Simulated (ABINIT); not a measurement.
# Calculated records

```cif
data_cl
_symmetry_space_group_name_H-M 'Cmce'
_symmetry_Int_Tables_number 64
_cell_length_a 6.2900
_cell_length_b 4.5000
_cell_length_c 8.2100
_cell_angle_alpha 90.000
_cell_angle_beta 90.000
_cell_angle_gamma 90.000
_cell_volume 232.38
loop_
_atom_site_label
_atom_site_type_symbol
_atom_site_symmetry_multiplicity
_atom_site_Wyckoff_symbol
_atom_site_fract_x
_atom_site_fract_y
_atom_site_fract_z
_atom_site_occupancy
Cl1 Cl 8 f 0.50000 0.63000 0.10000 1
_calc_subject 'Cl (Cmce): a self-consistent loop beyond G0W0, cycle by cycle'
_calc_method 'RPA screening on PBE, plane waves, norm-conserving pseudopotentials (and 3 further levels or steps)'
_calc_program 'ABINIT 10.8.3'
_calc_settings 'cutoff 25 Ha, PseudoDojo scalar-relativistic 0.4.1 standard, norm-conserving, potential set dojo-sr-pbe-0.4.1-standard, ngkpt (4, 4, 2), nband 155, ecuteps 4.8 Ha, inclvkb 2, shiftk (0, 0, 0), symchi 1, awtr 1, frequency ppm, 4×4×2 k-mesh'
_calc_cost '7 runs, 87 min in all on 8 MPI ranks of Arm Neoverse N1, shared host'
_calc_notes 'The program’s warnings: nkpt*nsppol () is not a multiple of nproc spkpt (). The cell and positions come from the Crystallography Open Database and are kept as given unless a step says otherwise. The first cycle of evGW0 takes the full correction, without the factor Z, so it overshoots the one-shot value. The 4×4×2 mesh is coarse for this cell, which bears on the long-range parts of exchange and screening.'
_calc_g0w0 '5.631 eV'
_calc_evgw0_cycle_1 '6.344 eV'
_calc_evgw0_cycle_2 '5.945 eV'
_calc_evgw0_cycle_3 '5.984 eV'
_calc_evgw0_cycle_4 '5.980 eV'
_calc_known_limits 'short of the basis limit; coarse k mesh'
```

[Long decimals in the printed logs are rounded to 6 places.]

[Logs are printed without paths, hosts, clocks, repeated set-up lines and the standing remarks that a program may print on its own settings, such as how far it seeks lower states.]

[Paths, hosts, dates, memory and timing lines, banners, echoed tables and standing remarks are left out of the program output; an Ansatz launch command may be rebuilt from the run's recorded settings. Measured values are a selection of at most five: reports struck by readers or far from the other reports are left out. None is set beside runs whose start may be inverted or whose files or cutoffs have a known fault.]

[Runs of the session that timed out or met a known fault of the program may be left out.]

[Hosts, paths, dates, database ids (printed as entryN), source tags and the programs' standing remarks are cut or masked in the printed files.]

[G0W0 gaps are taken among the corrected bands and points alone; a level outside them can change the order at an edge.]

[Where Ansatz stands beside ABINIT at settings called matched, ABINIT's density can come from a denser mesh and the files from another edition; pairs whose starting gaps differed by over 0.03 eV were left out, so agreement reads better than it is.]
